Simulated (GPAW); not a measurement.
Consider CuSi2P3 (P3m1).

```xyz
6
Lattice="3.7320 0.0000 0.0000 -1.8660 3.2320 0.0000 0.0000 0.0000 9.0856" Properties=species:S:1:pos:R:3 pbc="T T T"
Cu    0.0000    2.1547    6.6960
P     0.0000    0.0000    6.0917
P     1.8660    1.0773    3.0408
P     0.0000    2.1547    9.0105
Si    0.0000    0.0000    3.9322
Si    1.8660    1.0773    0.7569
```

Absorber: atom 5, with 1 P at 2.16 Å and 3 P at 2.33 Å (distorted tetrahedral, site symmetry 3m). Method: GPAW, LDA, excited-electron core hole (neutral cell), 24-atom cell with 7.5 Å between holes, 3×3×3 k points, dipole transitions, Gaussian full width 0.9 eV up to 4 eV, rising linearly to 3.5 eV at 25 eV.

Question: Where do the maxima of the Si K edge fall?

Main maxima up to 24 eV above the zero (height): 0.9 eV (2.25), 4.4 eV (1.53), 8.3 eV (1.13) and 13.3 eV (0.95). A K edge sees empty p states on the absorber. The total-energy difference is 1844.51 eV. One term is added: -14.86 eV, since the hole is spin-paired here and a spin-polarised one costs that much less in the free atom (computed apart). The photon energy is then 1829.65 eV. The tabulated edge of the element is 1839 eV. The functional leaves an error in such absolute values: in the free atom LDA prices this hole 7.8 eV below PBE (computed apart), and PBE is itself good to a few eV.

The Si K spectrum (energy from the lowest empty level; intensity scaled to a mean of 1 over the first 20 eV; polarised curves are means over the symmetry-equivalent atoms):

| E (eV) | isotropic | ε ⊥ c | ε ∥ c |
| --- | --- | --- | --- |
| -2.0 | 0.00 | 0.00 | 0.00 |
| -1.4 | 0.00 | 0.00 | 0.00 |
| -0.8 | 0.02 | 0.02 | 0.02 |
| -0.2 | 0.41 | 0.45 | 0.35 |
| 0.4 | 1.58 | 1.94 | 0.85 |
| 1.0 | 2.25 | 2.97 | 0.80 |
| 1.6 | 1.92 | 2.57 | 0.64 |
| 2.2 | 1.71 | 2.09 | 0.96 |
| 2.8 | 1.05 | 1.13 | 0.90 |
| 3.4 | 0.88 | 0.73 | 1.18 |
| 4.0 | 1.33 | 0.76 | 2.46 |
| 4.6 | 1.44 | 1.14 | 2.04 |
| 5.2 | 0.96 | 0.93 | 1.02 |
| 5.8 | 0.72 | 0.69 | 0.79 |
| 6.4 | 0.61 | 0.60 | 0.62 |
| 7.0 | 0.67 | 0.60 | 0.80 |
| 7.6 | 0.94 | 0.83 | 1.18 |
| 8.2 | 1.12 | 1.07 | 1.24 |
| 8.8 | 1.06 | 1.06 | 1.04 |
| 9.4 | 0.96 | 1.02 | 0.85 |
| 10.0 | 0.92 | 0.99 | 0.77 |
| 10.6 | 0.85 | 0.88 | 0.79 |
| 11.2 | 0.78 | 0.76 | 0.83 |
| 11.8 | 0.79 | 0.76 | 0.84 |
| 12.4 | 0.86 | 0.89 | 0.82 |
| 13.0 | 0.93 | 1.00 | 0.80 |
| 13.6 | 0.94 | 1.00 | 0.81 |
| 14.2 | 0.88 | 0.90 | 0.83 |
| 14.8 | 0.81 | 0.78 | 0.86 |
| 15.4 | 0.77 | 0.71 | 0.88 |
| 16.0 | 0.76 | 0.70 | 0.89 |
| 16.6 | 0.78 | 0.73 | 0.87 |
| 17.2 | 0.78 | 0.76 | 0.83 |
| 17.8 | 0.78 | 0.78 | 0.78 |
| 18.4 | 0.77 | 0.79 | 0.74 |
| 19.0 | 0.76 | 0.77 | 0.73 |
| 19.6 | 0.73 | 0.72 | 0.74 |
| 20.2 | 0.69 | 0.66 | 0.74 |
| 20.8 | 0.67 | 0.62 | 0.75 |
| 21.4 | 0.66 | 0.61 | 0.76 |
| 22.0 | 0.67 | 0.62 | 0.77 |
| 22.6 | 0.68 | 0.63 | 0.78 |
| 23.2 | 0.68 | 0.63 | 0.79 |
| 23.8 | 0.68 | 0.63 | 0.78 |
| 24.4 | 0.68 | 0.63 | 0.78 |
| 25.0 | 0.67 | 0.62 | 0.76 |
| 25.6 | 0.67 | 0.62 | 0.76 |
| 26.2 | 0.67 | 0.62 | 0.75 |
| 26.8 | 0.67 | 0.63 | 0.74 |
| 27.4 | 0.66 | 0.63 | 0.73 |
| 28.0 | 0.66 | 0.64 | 0.71 |
| 28.6 | 0.66 | 0.65 | 0.68 |
| 29.2 | 0.64 | 0.64 | 0.65 |
| 29.8 | 0.62 | 0.62 | 0.63 |

The crystal has 2 inequivalent Si sites and not all are shown here, while a measurement adds them all. The mesh is coarse (0.32 Å⁻¹ between points), so small maxima may be mesh ripples. The structure is a computed Materials Project entry and may be a hypothetical form.

[Banner, clock and machine lines of the logs are left out without a mark of their own.]

[Logs are printed without paths, hosts, clocks, repeated set-up lines and the standing remarks that a program may print on its own settings, such as how far it seeks lower states.]

[Hosts, paths, dates, database ids (printed as entryN), source tags and the programs' standing remarks are cut or masked in the printed files.]

[Lists of maxima count a maximum above −3 eV only where it reaches 4 % of the highest in the window and stands out from its surroundings by 2 % of it (1.5 % where it reaches 55 %); shoulders and weaker maxima are passed over, and of the rest the first, up to two pre-edge ones and the few strongest are named.]
